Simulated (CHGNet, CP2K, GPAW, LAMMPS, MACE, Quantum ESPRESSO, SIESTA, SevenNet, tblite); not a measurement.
**Quantum ESPRESSO on glassy 63SiO2-22Al2O3-15ZnO (mol %) (89 atoms): settings compared**

How far do other settings of Quantum ESPRESSO move the forces in glassy 63SiO2-22Al2O3-15ZnO (mol %) (89 atoms)? One run of the same program serves as the yardstick.

Calculated with Quantum ESPRESSO 7.5; the method is named at each step.

## Step 1: The starting structure

The cell holds 89 atoms: 17 Si, 12 Al, 4 Zn and 56 O. Cell: a = 10.382 Å, b = 10.382 Å, c = 10.382 Å, α = 90.0°, β = 90.0°, γ = 90.0°. 89 atoms (17 Si, 12 Al, 4 Zn, 56 O) placed at random at 2.7 g/cm³, melted at 4000 K for 10 ps at fixed volume with the Morse and Coulomb pair potential with partial charges (Pedone, Malavasi, Menziani, Cormack and Segre, J. Phys. Chem. B 110, 11780 (2006)). Quenched from 4000 K to 300 K at 20 K/ps and fixed volume, held 10 ps at zero pressure, then minimised at fixed cell.

The yardstick, on the same geometry:

| Property | Result |
| --- | --- |
| method | Kohn-Sham DFT, PBE, SSSP efficiency 1.3.0 pseudopotentials, plane waves (Quantum ESPRESSO 7.5); sssp-pbe-1.3.0-efficiency, cutoffs 60/480 Ry, Γ point |
| r.m.s. force component | 0.7442 eV/Å |
| longest force | 3.049 eV/Å |
| pressure | 7.99 GPa |
| gap (highest filled to lowest empty level) | 2.754 eV |
| time | 5.6 min on 2 MPI ranks of Arm Neoverse V2, shared host |
| CPU time | 11 min |

## Step 2: PBE, gbrv-1.5, 40/200 Ry

Method: Kohn-Sham DFT, PBE, GBRV 1.5 ultrasoft pseudopotentials, plane waves.

File pw.in:

```
&control
  calculation = 'scf'
  pseudo_dir = './pseudo'
  outdir = './tmp'
  disk_io = 'none'
  tprnfor = .true.
  tstress = .true.
/
&system
  ibrav = 0
  nat = 89
  ntyp = 4
  ecutwfc = 40
  ecutrho = 200
  nosym = .true.
  occupations = 'smearing'
  smearing = 'fd'
  degauss = 0.003675
/
&electrons
  conv_thr = 4.5e-07
  electron_maxstep = 100
  mixing_beta = 0.4
  mixing_mode = 'plain'
  diagonalization = 'david'
/
ATOMIC_SPECIES
Si 28.085 Si.upf
Al 26.982 Al.upf
Zn 65.380 Zn.upf
O 15.999 O.upf
CELL_PARAMETERS angstrom
10.38180 0.00000 0.00000
0.00000 10.38180 0.00000
0.00000 0.00000 10.38180
ATOMIC_POSITIONS crystal
Si 0.35603 0.78370 0.69473
Si 0.95919 0.42509 0.86233
Si 0.99278 0.68688 0.48352
Si 0.69972 0.38231 0.00552
Si 0.46196 0.19957 0.64577
Si 0.57059 0.65843 0.52038
Si 0.33498 0.71030 0.15088
Si 0.87305 0.61089 0.21689
Si 0.79230 0.52126 0.63727
Si 0.34931 0.10548 0.92042
Si 0.68936 0.82030 0.29629
Si 0.16760 0.44790 0.50982
Si 0.62094 0.66635 0.04987
Si 0.28034 0.36752 0.05511
Si 0.95988 0.97975 0.52517
Si 0.72496 0.06805 0.67185
Si 0.07516 0.97575 0.97069
Al 0.40589 0.48128 0.31970
Al 0.37021 0.20759 0.35621
Al 0.22650 0.52527 0.80364
Al 0.98284 0.15759 0.76108
Al 0.07289 0.67631 0.98792
Al 0.08484 0.10206 0.25409
Al 0.57131 0.91128 0.88366
Al 0.97147 0.35244 0.14092
Al 0.59634 0.37950 0.48574
Al 0.45808 0.97495 0.15688
Al 0.61585 0.21489 0.24030
Al 0.83164 0.08153 0.26245
Zn 0.76778 0.10960 0.94857
Zn 0.87601 0.32843 0.40109
Zn 0.22506 0.05008 0.58167
Zn 0.27890 0.73702 0.45326
O 0.22456 0.15856 0.30464
O 0.54087 0.53687 0.42573
O 0.94618 0.64082 0.09127
O 0.66192 0.60739 0.63334
O 0.33126 0.86495 0.16149
O 0.04658 0.06161 0.63513
O 0.12761 0.36971 0.09579
O 0.05676 0.83055 0.93461
O 0.96163 0.06594 0.90463
O 0.05931 0.54356 0.87561
O 0.64240 0.78997 0.96928
O 0.04252 0.37234 0.47582
O 0.46394 0.01207 0.98398
O 0.59003 0.11286 0.61921
O 0.88899 0.45968 0.24464
O 0.32191 0.21995 0.01714
O 0.29997 0.44422 0.92355
O 0.81428 0.98082 0.57728
O 0.28724 0.41708 0.42126
O 0.75491 0.41742 0.52365
O 0.65659 0.34747 0.14694
O 0.03348 0.30186 0.81690
O 0.21331 0.02872 0.90901
[... 29 atom lines left out ...]
O 0.80135 0.91742 0.29348
O 0.36497 0.41640 0.17282
O 0.64687 0.75864 0.43094
O 0.27519 0.87314 0.59625
K_POINTS gamma
```

The run is started by

```console
$ OMP_NUM_THREADS=1 mpirun -np 2 pw.x -in pw.in > output.txt
```

The program printed:

```text
Program PWSCF
     gamma-point specific algorithms are used
     Parallelization info
     sticks:   dense  smooth     PW     G-vecs:    dense   smooth      PW
     Min        3066    2451    612               180466   128969   16115
     Max        3067    2454    613               180467   128974   16116
     Sum        6133    4905   1225               360933   257943   32231
     bravais-lattice index     =            0
     lattice parameter (alat)  =      19.6188  a.u.
     unit-cell volume          =    7551.1757 (a.u.)^3
     number of atoms/cell      =           89
     number of atomic types    =            4
     number of electrons       =       520.00
     number of Kohn-Sham states=          312
     kinetic-energy cutoff     =      40.0000  Ry
     charge density cutoff     =     200.0000  Ry
     scf convergence threshold =      4.5E-07
     mixing beta               =       0.4000
     number of iterations used =            8  plain     mixing
     Exchange-correlation= SLA  PW   PBE  PBE
                           (   1   4   3   4   0   0   0)
     crystal axes: (cart. coord. in units of alat)
               a(1) = (   1.000000   0.000000   0.000000 )
               a(2) = (   0.000000   1.000000   0.000000 )
               a(3) = (   0.000000   0.000000   1.000000 )
     reciprocal axes: (cart. coord. in units 2 pi/alat)
               b(1) = (  1.000000  0.000000  0.000000 )
               b(2) = (  0.000000  1.000000  0.000000 )
               b(3) = (  0.000000  0.000000  1.000000 )
     PseudoPot. # 1 for Si:
     Pseudo is Ultrasoft + core correction, Zval =  4.0
     PseudoPot. # 2 for Al:
     Pseudo is Ultrasoft + core correction, Zval =  3.0
     PseudoPot. # 3 for Zn:
     Pseudo is Ultrasoft, Zval = 20.0
     PseudoPot. # 4 for O :
     Pseudo is Ultrasoft + core correction, Zval =  6.0
     atomic species   valence    mass     pseudopotential
     Si                4.00    28.08500     Si( 1.00)
     Al                3.00    26.98200     Al( 1.00)
     Zn               20.00    65.38000     Zn( 1.00)
     O                 6.00    15.99900     O ( 1.00)
     No symmetry found
   Cartesian axes
     number of k points=     1  Fermi-Dirac smearing, width (Ry)=  0.0037
                       cart. coord. in units 2pi/alat
        k(    1) = (   0.0000000   0.0000000   0.0000000), wk =   2.0000000
     Dense  grid:   180467 G-vectors     FFT dimensions: (  90,  90,  90)
     Smooth grid:   128972 G-vectors     FFT dimensions: (  80,  80,  80)
     Check: negative core charge=   -0.000002
     Initial potential from superposition of free atoms
     starting charge     519.9584, renormalised to     520.0000
     Starting wfcs are  392 randomized atomic wfcs
     Self-consistent Calculation
     iteration #  1     ecut=    40.00 Ry     beta= 0.40
     total energy              =   -3901.85180528 Ry
     estimated scf accuracy    <      25.19030645 Ry
     iteration #  2     ecut=    40.00 Ry     beta= 0.40
     total energy              =   -3907.20931547 Ry
     estimated scf accuracy    <       0.87840831 Ry
     iteration #  3     ecut=    40.00 Ry     beta= 0.40
     total energy              =   -3907.23055837 Ry
     estimated scf accuracy    <       0.29831287 Ry
     iteration #  4     ecut=    40.00 Ry     beta= 0.40
     total energy              =   -3907.25996423 Ry
     estimated scf accuracy    <       0.04310484 Ry
     iteration #  5     ecut=    40.00 Ry     beta= 0.40
     total energy              =   -3907.25998689 Ry
     estimated scf accuracy    <       0.00774606 Ry
     iteration #  6     ecut=    40.00 Ry     beta= 0.40
     total energy              =   -3907.26196856 Ry
     estimated scf accuracy    <       0.00040021 Ry
     iteration #  7     ecut=    40.00 Ry     beta= 0.40
     total energy              =   -3907.26206687 Ry
     estimated scf accuracy    <       0.00011733 Ry
     iteration #  8     ecut=    40.00 Ry     beta= 0.40
     total energy              =   -3907.26210036 Ry
     estimated scf accuracy    <       0.00001065 Ry
     iteration #  9     ecut=    40.00 Ry     beta= 0.40
     total energy              =   -3907.26210106 Ry
     estimated scf accuracy    <       0.00000314 Ry
     iteration # 10     ecut=    40.00 Ry     beta= 0.40
     End of self-consistent calculation
          k = 0.0000 0.0000 0.0000 ( 16116 PWs)   bands (ev):
  -120.8045-120.6874-119.4212-119.1557 -75.1464 -74.9848 -74.9302 -74.9157
   -74.8577 -74.8038 -73.6796 -73.6383 -73.5401 -73.4408 -73.3137 -73.2961
   -16.8062 -16.5183 -16.3629 -16.3566 -16.1384 -15.9898 -15.8635 -15.6040
   -15.5548 -15.5358 -15.3451 -15.3258 -15.2620 -15.1687 -15.1528 -14.9953
   -14.9263 -14.9080 -14.8073 -14.7774 -14.7338 -14.7115 -14.6745 -14.5901
   -14.5614 -14.5117 -14.4533 -14.3928 -14.2921 -14.0697 -14.0558 -13.9671
   -13.9451 -13.9289 -13.8470 -13.7714 -13.7396 -13.6153 -13.6036 -13.5142
   -13.4313 -13.3308 -13.2956 -13.2662 -13.1744 -13.1641 -13.1072 -12.9136
   -12.8429 -12.7996 -12.6449 -12.5990 -12.4780 -12.3872 -12.2769 -11.6576
    -6.0811  -5.6827  -5.3890  -5.2774  -5.1365  -4.7872  -4.4334  -4.2911
    -4.0319  -3.9634  -3.8659  -3.7610  -3.5594  -3.3856  -3.3163  -3.2776
    -3.1636  -3.0824  -3.0086  -2.8897  -2.8725  -2.7937  -2.7207  -2.6388
    -2.6280  -2.5569  -2.4836  -2.4595  -2.4481  -2.3645  -2.3511  -2.2892
[...]
10.8188  10.8691  11.0289  11.1267  11.1702  11.2722  11.3131  11.3878
    11.4654  11.5261  11.5920  11.7236  11.8809  11.9402  11.9452  11.9762
    12.0108  12.1043  12.1574  12.2266  12.2964  12.3528  12.3610  12.3963
    12.4408  12.4717  12.5302  12.5854  12.6311  12.7164  12.7277  12.8304
    12.9158  12.9637  13.0291  13.0397  13.0645  13.1345  13.1896  13.2047
     the Fermi energy is     5.7940 ev
!    total energy              =   -3907.26210202 Ry
     estimated scf accuracy    <       0.00000018 Ry
     smearing contrib. (-TS)   =      -0.00000000 Ry
     internal energy E=F+TS    =   -3907.26210202 Ry
     The total energy is F=E-TS. E is the sum of the following terms:
     one-electron contribution =   -3323.81941155 Ry
     hartree contribution      =    1922.18407896 Ry
     xc contribution           =    -714.80155737 Ry
     ewald contribution        =   -1790.82521206 Ry
     convergence has been achieved in  10 iterations
     Forces acting on atoms (cartesian axes, Ry/au):
     atom    1 type  1   force =     0.02912332   -0.00873573    0.00518341
     atom    2 type  1   force =    -0.01448847   -0.03309220    0.02845590
     atom    3 type  1   force =    -0.01708604   -0.04819323   -0.03719713
     atom    4 type  1   force =     0.03337984   -0.00737218    0.05339450
     atom    5 type  1   force =     0.02966374   -0.01473749    0.00939835
     atom    6 type  1   force =     0.04177396   -0.00306989   -0.03725042
     atom    7 type  1   force =     0.01829187    0.05380708    0.00019701
     atom    8 type  1   force =    -0.00155097   -0.00389318    0.00335018
     atom    9 type  1   force =     0.00264483    0.02209043   -0.08250121
     atom   10 type  1   force =    -0.03546851    0.00210193    0.00509549
     atom   11 type  1   force =    -0.01788956   -0.03452349   -0.03320278
     atom   12 type  1   force =    -0.04144171    0.03557385    0.00313709
[...]
atom   85 type  4   force =    -0.00354724   -0.04448302    0.03428122
     atom   86 type  4   force =     0.08187537    0.01401429    0.02627159
     atom   87 type  4   force =     0.03543821   -0.00588365    0.01528990
     atom   88 type  4   force =     0.00989351    0.00889465    0.04283587
     atom   89 type  4   force =    -0.03436071    0.01468189   -0.04833980
     Total force =     0.463618     Total SCF correction =     0.001051
     Computing stress (Cartesian axis) and pressure
          total   stress  (Ry/bohr**3)                   (kbar)     P=       81.26
   0.00050094   0.00006960   0.00005530           73.69       10.24        8.13
   0.00006960   0.00062749  -0.00000300           10.24       92.31       -0.44
   0.00005530  -0.00000300   0.00052873            8.13       -0.44       77.78
     Message from routine punch:
     Nothing written, as per user request (disk_io='none')
```

Wall time 1.9 min (2 MPI ranks of Arm Neoverse V2, shared host); peak memory 1.3 GiB.

Banners, paths, timers and routine set-up lines are dropped from the logs unmarked, and long logs keep their key lines alone; longer cuts are marked.

Compared with the plane-wave run:

* r.m.s. force component: 0.7295 eV/Å
* r.m.s. difference of force components: 28.17 meV/Å
* longest difference of force vectors: 127.5 meV/Å
* force difference over r.m.s. force: 3.785 %
* slope of forces against the reference's: 0.9797
* correlation of force components: 0.9995
* gap (highest filled to lowest empty level): 2.766 eV
* gap difference: 0.0122 eV
* pressure: 8.126 GPa
* pressure difference: 0.1363 GPa

Length of the force difference by element (eV/Å):

| element | atoms | mean | most |
| --- | --- | --- | --- |
| Al | 12 | 0.026 | 0.047 |
| O | 56 | 0.047 | 0.13 |
| Si | 17 | 0.040 | 0.10 |
| Zn | 4 | 0.013 | 0.016 |

Levels nearest the highest filled one (eV from it): -1.02, -0.97, -0.89, -0.88, -0.84, -0.78, -0.76, -0.70, -0.53, -0.46, -0.18, 0.00, 2.77, 3.93, 4.22, 5.01, 5.15, 5.42, 5.69, 5.77, 5.93, 6.15, 6.20, 6.29.

A closer look about O75, which bears the longest force: 9 atoms, nearest first, numbered in the order of the input, with positions taken from that point.

| atom | x | y | z | distance (Å) | bonds | Fx | Fy | Fz (eV/Å) |
| --- | --- | --- | --- | --- | --- | --- | --- | --- |
| O75 | 0.00 | 0.00 | 0.00 | 0.00 | 2 | -0.55 | -1.55 | -2.43 |
| Si4 | 0.35 | 1.15 | 0.94 | 1.53 | 4 | 0.86 | -0.19 | 1.37 |
| Zn30 | 1.05 | -1.68 | 0.35 | 2.02 | 4 | 0.02 | 0.67 | 0.92 |
| O54 | -0.10 | 0.79 | 2.41 | 2.54 | 2 | -0.28 | 0.82 | 1.43 |
| O66 | 2.18 | 1.14 | 0.85 | 2.61 | 3 | -0.26 | 0.63 | -0.23 |
| O64 | 0.02 | 2.72 | 0.81 | 2.83 | 2 | 0.25 | 0.56 | -1.24 |
| O61 | 1.67 | -0.98 | -2.18 | 2.92 | 2 | -0.13 | 1.20 | 0.23 |
| O84 | 0.60 | -1.78 | 2.24 | 2.92 | 3 | -0.44 | -0.13 | -0.25 |
| O68 | 0.25 | -2.82 | -1.09 | 3.03 | 3 | 0.25 | -0.61 | 0.49 |

Forces lie 3.8 % from the reference's, at 0.34 times its CPU time.

## Step 3: Outcome

```yaml
force_difference_from_the_reference: QE PBE, gbrv-1.5, 40/200 Ry, 3.8 %
its_cpu_time: 3.8 min
```

**Reading.** PBE on plane waves or a grid with other potentials, cutoffs or grids differs from the reference by 3.8 % (QE PBE, gbrv-1.5, 40/200 Ry) of the r.m.s. force; this holds the reference's own error, so differences of a few per cent don't tell which side is nearer the exact PBE result. One electronic-structure run takes under half the reference's CPU time: QE PBE, gbrv-1.5, 40/200 Ry, at 3.8 % in 3.8 min against 11 min. PBE gaps agree with the reference's 2.75 eV within 0.013 eV. The reference's pressure holds the uncorrected Pulay stress of its 60 Ry basis, so small pressure differences, and their order, may be the reference's own error. The quench rate of 20 K/ps is many orders above laboratory rates, so the cell is likely richer in defects and strain than a real sample. The network of bonds at the start is that of the classical potential that made the cell, and needn't be the one that DFT or experiment would give. The reference's pressure of 8.0 GPa belongs to a cell and atoms that aren't relaxed at this level. The electronic-structure runs sample only Γ, in a cell whose shortest periodic width is 10 Å.

[Also dropped from logs without a mark: logging warnings of Python, and SIESTA's first energy breakdown and zero terms.]

[Logs are printed without paths, hosts, clocks, repeated set-up lines and the standing remarks that a program may print on its own settings, such as how far it seeks lower states.]

[Hosts, paths, dates, database ids (printed as entryN), source tags and the programs' standing remarks are cut or masked in the printed files.]
